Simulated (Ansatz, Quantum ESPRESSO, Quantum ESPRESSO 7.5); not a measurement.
**Conductance against width: vacuum gaps between two Pb(100) faces**

Wanted: T at the Fermi level along a series, and its decay constant, for vacuum gaps between two Pb(100) faces.

Method: plane-wave DFT, PBE, GBRV ultrasoft pseudopotentials (cross-check by Ansatz 0.2.0 with PAW datasets), in Quantum ESPRESSO 7.5.

### Step 1. Set-up

The cell holds 12 atoms: 12 Pb. Cell: a = 3.557 Å, b = 3.557 Å, c = 32.665 Å, α = 90.0°, β = 90.0°, γ = 90.0°. It derives from Pb. Regions: left lead, 6 atoms (6 Pb); right lead, 6 atoms (6 Pb). The structure is stacked, and the current runs, along c.

### Step 2. Ground state, 5 Å

One periodic cell holds a lead period, the junction and more lead; the atoms stay as built.

j0.scf.in reads:

```
&control
  prefix = 'j0.scf'
  outdir = './out'
  pseudo_dir = './pseudo'
  calculation = 'scf'
  tprnfor = .true.
/
&system
  ibrav = 0
  nat = 12
  ntyp = 1
  ecutwfc = 40
  ecutrho = 200
  occupations = 'smearing'
  smearing = 'mv'
  degauss = 0.01
/
&electrons
  conv_thr = 1e-07
  mixing_beta = 0.25
  electron_maxstep = 120
  mixing_mode = 'local-TF'
/
ATOMIC_SPECIES
  Pb  207.2000  pb_pbe_v1.uspp.F.UPF
CELL_PARAMETERS angstrom
  3.55674710936833 0.00000000000000 0.00000000000000
  0.00000000000000 3.55674710936833 0.00000000000000
  0.00000000000000 0.00000000000000 32.66500000000000
ATOMIC_POSITIONS crystal
  Pb  0.000000000000 0.000000000000 0.000000000000
  Pb  0.500000000000 0.500000000000 0.076993724170
  Pb  0.000000000000 0.000000000000 0.153987448339
  Pb  0.500000000000 0.500000000000 0.230981172509
  Pb  0.000000000000 0.000000000000 0.307974896678
  Pb  0.500000000000 0.500000000000 0.384968620848
  Pb  0.000000000000 0.000000000000 0.538037654982
  Pb  0.500000000000 0.500000000000 0.615031379152
  Pb  0.000000000000 0.000000000000 0.692025103322
  Pb  0.500000000000 0.500000000000 0.769018827491
  Pb  0.000000000000 0.000000000000 0.846012551661
  Pb  0.500000000000 0.500000000000 0.923006275830
K_POINTS automatic
  7 7 1 0 0 0
```

On the command line:

```console
OMP_NUM_THREADS=1 mpirun -n 4 pw.x -nk 2 -in j0.scf.in > j0.scf.out
```

What it wrote:

```text
Program PWSCF v.7.5 starts

     Parallel version (MPI & OpenMP), running on       4 processor cores
     Number of MPI processes:                 4
     Threads/MPI process:                     1

     MPI processes distributed on     1 nodes

     Current dimensions of program PWSCF are:
     Max number of different atomic species (ntypx) = 10
     Max number of k-points (npk) =  40000
     Max angular momentum in pseudopotentials (lmaxx) =  4
     Message from routine setup:
     using ibrav=0 with symmetry is DISCOURAGED, use correct ibrav instead

     K-points division:     npool     =       2
     R & G space division:  proc/nbgrp/npool/nimage =       2
     Subspace diagonalization in iterative solution of the eigenvalue problem:
     a serial algorithm will be used

     Parallelization info
     --------------------
     sticks:   dense  smooth     PW     G-vecs:    dense   smooth      PW
     Min         358     288     88                66532    47676    7782
     Max         359     289     89                66557    47701    7801
     Sum         717     577    177               133089    95377   15583

     Using Slab Decomposition

     bravais-lattice index     =            0
     lattice parameter (alat)  =       6.7213  a.u.
     unit-cell volume          =    2788.5937 (a.u.)^3
     number of atoms/cell      =           12
     number of atomic types    =            1
     number of electrons       =       168.00
     number of Kohn-Sham states=          101
     kinetic-energy cutoff     =      40.0000  Ry
     charge density cutoff     =     200.0000  Ry
     scf convergence threshold =      1.0E-07
     mixing beta               =       0.2500
     number of iterations used =            8  local-TF  mixing
     Exchange-correlation= SLA  PW   PBE  PBE
                           (   1   4   3   4   0   0   0)

     celldm(1)=   6.721278  celldm(2)=   0.000000  celldm(3)=   0.000000
     celldm(4)=   0.000000  celldm(5)=   0.000000  celldm(6)=   0.000000

     crystal axes: (cart. coord. in units of alat)
               a(1) = (   1.000000   0.000000   0.000000 )
               a(2) = (   0.000000   1.000000   0.000000 )
               a(3) = (   0.000000   0.000000   9.183953 )

     reciprocal axes: (cart. coord. in units 2 pi/alat)
               b(1) = (  1.000000  0.000000  0.000000 )
               b(2) = (  0.000000  1.000000  0.000000 )
               b(3) = (  0.000000  0.000000  0.108886 )

     PseudoPot. # 1 for Pb read from file:
     ./pseudo/pb_pbe_v1.uspp.F.UPF
     Pseudo is Ultrasoft + core correction, Zval = 14.0
     Generated by new atomic code, or converted to UPF format
     Using radial grid of  899 points,  6 beta functions with:
                l(1) =   0
                l(2) =   0
                l(3) =   1
                l(4) =   1
                l(5) =   2
                l(6) =   2
     Q(r) pseudized with  6 coefficients,  rinner =    1.000   1.000   1.000
                                                       1.000   1.000

     atomic species   valence    mass     pseudopotential
     Pb               14.00   207.20000     Pb( 1.00)

      8 Sym. Ops. (no inversion) found

   Cartesian axes

     site n.     atom                  positions (alat units)
         1        Pb     tau(   1) = (   0.0000000   0.0000000   0.0000000  )
         2        Pb     tau(   2) = (   0.5000000   0.5000000   0.7071068  )
         3        Pb     tau(   3) = (   0.0000000   0.0000000   1.4142136  )
         4        Pb     tau(   4) = (   0.5000000   0.5000000   2.1213203  )
         5        Pb     tau(   5) = (   0.0000000   0.0000000   2.8284271  )
         6        Pb     tau(   6) = (   0.5000000   0.5000000   3.5355339  )
         7        Pb     tau(   7) = (   0.0000000   0.0000000   4.9413128  )
         8        Pb     tau(   8) = (   0.5000000   0.5000000   5.6484196  )
         9        Pb     tau(   9) = (   0.0000000   0.0000000   6.3555264  )
        10        Pb     tau(  10) = (   0.5000000   0.5000000   7.0626331  )
        11        Pb     tau(  11) = (   0.0000000   0.0000000   7.7697399  )
        12        Pb     tau(  12) = (   0.5000000   0.5000000   8.4768467  )

     number of k points=    10  Marzari-Vanderbilt smearing, width (Ry)=  0.0100
                       cart. coord. in units 2pi/alat
        k(    1) = (   0.0000000   0.0000000   0.0000000), wk =   0.0408163
        k(    2) = (   0.0000000   0.1428571   0.0000000), wk =   0.1632653
        k(    3) = (   0.0000000   0.2857143   0.0000000), wk =   0.1632653
        k(    4) = (   0.0000000   0.4285714   0.0000000), wk =   0.1632653
        k(    5) = (   0.1428571   0.1428571   0.0000000), wk =   0.1632653
        k(    6) = (   0.1428571   0.2857143   0.0000000), wk =   0.3265306
        k(    7) = (   0.1428571   0.4285714   0.0000000), wk =   0.3265306
        k(    8) = (   0.2857143   0.2857143   0.0000000), wk =   0.1632653
        k(    9) = (   0.2857143   0.4285714   0.0000000), wk =   0.3265306
        k(   10) = (   0.4285714   0.4285714   0.0000000), wk =   0.1632653

     Dense  grid:   133089 G-vectors     FFT dimensions: (  32,  32, 288)

     Smooth grid:    95377 G-vectors     FFT dimensions: (  27,  27, 250)

     Estimated max dynamical RAM per process >     225.76 MB

     Estimated total dynamical RAM >     870.55 MB

     Check: negative core charge=   -0.000009

     Initial potential from superposition of free atoms

     starting charge     167.9718, renormalised to     168.0000

     negative rho (up, down):  1.825E-01 0.000E+00
     Starting wfcs are  108 randomized atomic wfcs

     total cpu time spent up to now is        5.1 secs

     per-process dynamical memory:   110.4 Mb

     Self-consistent Calculation

     iteration #  1     ecut=    40.00 Ry     beta= 0.25
     Davidson diagonalization with overlap
     ethr =  1.00E-02,  avg # of iterations =  2.4

     Threshold (ethr) on eigenvalues was too large:
     Diagonalizing with lowered threshold

     Davidson diagonalization with overlap
     ethr =  1.27E-04,  avg # of iterations =  3.7

     negative rho (up, down):  1.821E-01 0.000E+00

     total cpu time spent up to now is       31.4 secs

     total energy              =   -1969.85549040 Ry
     estimated scf accuracy    <       0.22243023 Ry

     iteration #  2     ecut=    40.00 Ry     beta= 0.25

     total energy              =   -1969.83824198 Ry
     estimated scf accuracy    <       0.15954915 Ry

     iteration #  3     ecut=    40.00 Ry     beta= 0.25

     total energy              =   -1969.84577222 Ry
[...]
iteration # 11     ecut=    40.00 Ry     beta= 0.25

     End of self-consistent calculation

          k = 0.0000 0.0000 0.0000 ( 11965 PWs)   bands (ev):

    -7.7258  -7.7257  -7.6894  -7.6890  -7.6613  -7.6482  -7.6399  -7.6398
    -7.6266  -7.6180  -7.6082  -7.6011  -7.6001  -7.5868  -7.5748  -7.5748
    -7.5744  -7.5744  -7.5720  -7.5632  -7.5484  -7.5372  -7.5259  -7.5259
    -7.5186  -7.5186  -7.5156  -7.4994  -7.4973  -7.4973  -7.4891  -7.4713
    -7.4713  -7.4671  -7.4668  -7.4668  -7.4444  -7.4444  -7.4422  -7.4234
    -7.4234  -7.4158  -7.4074  -7.4000  -7.3879  -7.3879  -7.3873  -7.3833
    -7.3710  -7.3673  -7.3673  -7.3515  -7.3434  -7.3434  -7.3315  -7.3111
    -7.3111  -7.3089  -7.2749  -7.2749  -1.9033  -1.8126  -1.6127  -1.3348
    -1.0023  -0.5884  -0.1283   0.4263   0.9763   1.5797   2.0937   2.5455
     6.5499   7.0978   7.6153   8.7441   9.3022  10.6986  11.2115  11.5402
    11.5402  11.6581  11.6581  11.8999  11.8999  12.2357  12.2357  12.6287
    12.6287  12.6885  13.1161  13.1161  13.1289  13.6346  13.6346  14.2521
    14.2522  14.5549  14.7753  14.8324  14.8325

          k = 0.0000 0.1429 0.0000 ( 11925 PWs)   bands (ev):

    -7.6961  -7.6961  -7.6639  -7.6638  -7.6326  -7.6230  -7.6171  -7.6168
    -7.6057  -7.5993  -7.5900  -7.5889  -7.5858  -7.5761  -7.5760  -7.5663
    -7.5662  -7.5656  -7.5514  -7.5450  -7.5342  -7.5328  -7.5311  -7.5296
    -7.5284  -7.5163  -7.5161  -7.5033  -7.4990  -7.4959  -7.4885  -7.4749
    -7.4737  -7.4729  -7.4707  -7.4672  -7.4569  -7.4456  -7.4384  -7.4356
    -7.4203  -7.4201  -7.4073  -7.4032  -7.4032  -7.4026  -7.3930  -7.3889
    -7.3857  -7.3742  -7.3719  -7.3670  -7.3559  -7.3444  -7.3376  -7.3361
    -7.3193  -7.3045  -7.2974  -7.2807  -1.6548  -1.5645  -1.3656  -1.0898
    -0.7615  -0.3547   0.0944   0.6313   1.1565   1.7207   2.1881   2.5874
     6.8379   7.2674   7.6505   8.4328   8.7782   9.5619   9.9230   9.9575
    10.1476  10.5731  10.8808  11.2306  11.2763  11.8300  11.9258  11.9428
    12.1763  12.4760  12.5002  12.7245  12.8765  12.8790  13.3487  13.4359
    13.8477  14.1350  14.2957  14.4420  14.6263

          k = 0.0000 0.2857 0.0000 ( 11932 PWs)   bands (ev):

    -7.6515  -7.6515  -7.6309  -7.6309  -7.5994  -7.5992  -7.5886  -7.5882
    -7.5860  -7.5794  -7.5637  -7.5610  -7.5585  -7.5549  -7.5548  -7.5523
    -7.5503  -7.5501  -7.5496  -7.5445  -7.5342  -7.5206  -7.5198  -7.5193
    -7.5186  -7.5135  -7.5122  -7.5042  -7.4966  -7.4954  -7.4948  -7.4937
    -7.4821  -7.4798  -7.4786  -7.4647  -7.4478  -7.4338  -7.4336  -7.4262
    -7.4260  -7.4252  -7.4212  -7.4088  -7.4088  -7.4049  -7.3913  -7.3899
    -7.3779  -7.3778  -7.3743  -7.3686  -7.3635  -7.3629  -7.3586  -7.3540
    -7.3339  -7.3203  -7.2983  -7.2945  -0.9162  -0.8290  -0.6368  -0.3734
    -0.0655   0.3076   0.7060   1.1619   1.5751   1.9689   2.2489   2.4658
     6.8771   6.8894   7.0752   7.1202   7.5092   7.5988   7.8951   8.1123
     8.6698   8.8386   9.3664   9.4961  10.0516  10.4717  11.0264  11.2372
    11.4894  12.6631  12.7581  12.8086  12.9620  13.2429  13.3586  13.4271
    13.5684  13.9674  14.1393  14.3735  14.3855

          k = 0.0000 0.4286 0.0000 ( 11900 PWs)   bands (ev):

    -7.6213  -7.6213  -7.6164  -7.6164  -7.6075  -7.6073  -7.5877  -7.5874
    -7.5711  -7.5710  -7.5681  -7.5680  -7.5649  -7.5648  -7.5640  -7.5634
    -7.5533  -7.5523  -7.5421  -7.5412  -7.5359  -7.5319  -7.5221  -7.5217
    -7.5202  -7.5199  -7.5160  -7.5141  -7.5132  -7.5087  -7.5037  -7.4982
    -7.4906  -7.4734  -7.4734  -7.4643  -7.4380  -7.4362  -7.4350  -7.4340
    -7.4108  -7.4004  -7.3976  -7.3957  -7.3855  -7.3822  -7.3796  -7.3795
    -7.3707  -7.3619  -7.3580  -7.3479  -7.3351  -7.3340  -7.3336  -7.3329
    -7.3095  -7.3077  -7.3031  -7.3020   0.2522   0.3236   0.4860   0.6965
     0.9219   1.1582   1.3624   1.5279   1.5967   1.5994   1.6138   1.6354
     5.7817   5.7895   6.0222   6.0510   6.4935   6.5259   6.9994   7.0764
     7.6302   7.7616   8.3265   8.9215   9.2904  10.0519  10.5984  11.0708
    11.8713  11.8984  12.5513  12.5995  13.7363  13.7809  13.9229  13.9750
    14.1068  14.2767  14.4166  14.4306  14.4617

          k = 0.1429 0.1429 0.0000 ( 11927 PWs)   bands (ev):

    -7.6591  -7.6591  -7.6330  -7.6330  -7.6057  -7.6055  -7.6042  -7.6035
    -7.5936  -7.5859  -7.5792  -7.5790  -7.5731  -7.5709  -7.5638  -7.5541
    -7.5537  -7.5469  -7.5451  -7.5401  -7.5364  -7.5357  -7.5257  -7.5253
    -7.5231  -7.5115  -7.5068  -7.4957  -7.4940  -7.4933  -7.4916  -7.4891
    -7.4872  -7.4843  -7.4680  -7.4641  -7.4632  -7.4421  -7.4421  -7.4386
    -7.4367  -7.4283  -7.4231  -7.4134  -7.4081  -7.4057  -7.3987  -7.3925
    -7.3919  -7.3884  -7.3731  -7.3716  -7.3698  -7.3506  -7.3477  -7.3453
    -7.3233  -7.3218  -7.3124  -7.2754  -1.4069  -1.3172  -1.1198  -0.8470
    -0.5236  -0.1248   0.3126   0.8316   1.3326   1.8604   2.2872   2.6442
     7.1217   7.4622   7.7665   8.3995   8.6776   9.3944   9.7278   9.8911
    10.0016  10.2309  10.3799  10.5142  10.5504  10.7126  10.9227  10.9757
    11.3688  11.3907  11.8406  11.8868  11.9788  12.4216  12.4941  12.9796
    13.0649  13.5139  13.7246  13.7505  13.8588

          k = 0.1429 0.2857 0.0000 ( 11889 PWs)   bands (ev):

    -7.6212  -7.6211  -7.6116  -7.6116  -7.5951  -7.5948  -7.5837  -7.5836
    -7.5715  -7.5702  -7.5653  -7.5618  -7.5548  -7.5509  -7.5475  -7.5417
    -7.5395  -7.5370  -7.5363  -7.5320  -7.5271  -7.5227  -7.5203  -7.5125
    -7.5113  -7.5071  -7.5069  -7.5002  -7.4989  -7.4946  -7.4926  -7.4800
    -7.4782  -7.4744  -7.4708  -7.4560  -7.4524  -7.4443  -7.4383  -7.4340
    -7.4305  -7.4284  -7.4228  -7.4172  -7.4147  -7.4070  -7.4063  -7.4047
    -7.3895  -7.3823  -7.3770  -7.3751  -7.3724  -7.3599  -7.3561  -7.3424
    -7.3372  -7.3276  -7.3105  -7.2870  -0.6712  -0.5857  -0.3965  -0.1379
     0.1629   0.5256   0.9110   1.3494   1.7433   2.1149   2.3778   2.5829
     7.1588   7.1674   7.3447   7.3826   7.7585   7.8212   8.1398   8.2902
     8.8396   8.9347   9.3987   9.4573  10.1168  10.1774  10.5210  10.7016
    10.9947  11.1575  11.2347  11.3346  11.4943  11.9211  12.1167  12.5035
    12.5545  13.0708  13.3348  13.6272  13.7890

[...]
the Fermi energy is     9.4967 ev

!    total energy              =   -1969.84651021 Ry
     estimated scf accuracy    <       0.00000004 Ry
     smearing contrib. (-TS)   =      -0.00041276 Ry
     internal energy E=F+TS    =   -1969.84609745 Ry

     The total energy is F=E-TS. E is the sum of the following terms:
     one-electron contribution =    -897.72217890 Ry
     hartree contribution      =     566.92949939 Ry
     xc contribution           =    -760.34755703 Ry
     ewald contribution        =    -878.70586090 Ry

     convergence has been achieved in  11 iterations

     negative rho (up, down):  1.858E-01 0.000E+00

     Forces acting on atoms (cartesian axes, Ry/au):

     atom    1 type  1   force =     0.00000000    0.00000000    0.00364550
     atom    2 type  1   force =     0.00000000    0.00000000   -0.00319574
     atom    3 type  1   force =     0.00000000    0.00000000    0.00047293
     atom    4 type  1   force =     0.00000000    0.00000000   -0.00125941
     atom    5 type  1   force =     0.00000000    0.00000000    0.01043049
     atom    6 type  1   force =     0.00000000    0.00000000   -0.00335024
     atom    7 type  1   force =     0.00000000    0.00000000    0.00334568
     atom    8 type  1   force =     0.00000000    0.00000000   -0.01043807
     atom    9 type  1   force =     0.00000000    0.00000000    0.00125500
     atom   10 type  1   force =     0.00000000    0.00000000   -0.00046404
     atom   11 type  1   force =     0.00000000    0.00000000    0.00320515
     atom   12 type  1   force =     0.00000000    0.00000000   -0.00364724

     Total force =     0.017054     Total SCF correction =     0.001161

=------------------------------------------------------------------------------=
   JOB DONE.
=------------------------------------------------------------------------------=
```

Elapsed: 3.5 min, on 4 MPI ranks of Arm Neoverse N1, shared host; peak memory 1 GiB; 14 min of CPU time.

Read from the output:

| Property | Result |
| --- | --- |
| free energy | -26801.1271 eV |
| Fermi energy | 9.497 eV |

The run needed 11 iterations to bring the estimated error under 1e-07 Ry; the largest force on any atom, held or free, is 0.27 eV/Å.

(Continued in part 2 of 5.)

[Long decimals in the printed logs are rounded to 6 places.]

[Repeated lines of the later SCF iterations (solver, time, negative density, dipole) and banner, clock, host and MPI lines are left out of these logs without a mark at each place.]

[Logs are printed without paths, hosts, clocks, repeated set-up lines and the standing remarks that a program may print on its own settings, such as how far it seeks lower states.]

[Hosts, paths, dates, database ids (printed as entryN), source tags and the programs' standing remarks are cut or masked in the printed files.]

[Maps of the electrostatic potential energy from Ansatz leave out the sawtooth potential of an applied field or a dipole correction, so their vacuum need not be flat; planar profiles and work functions include it.]
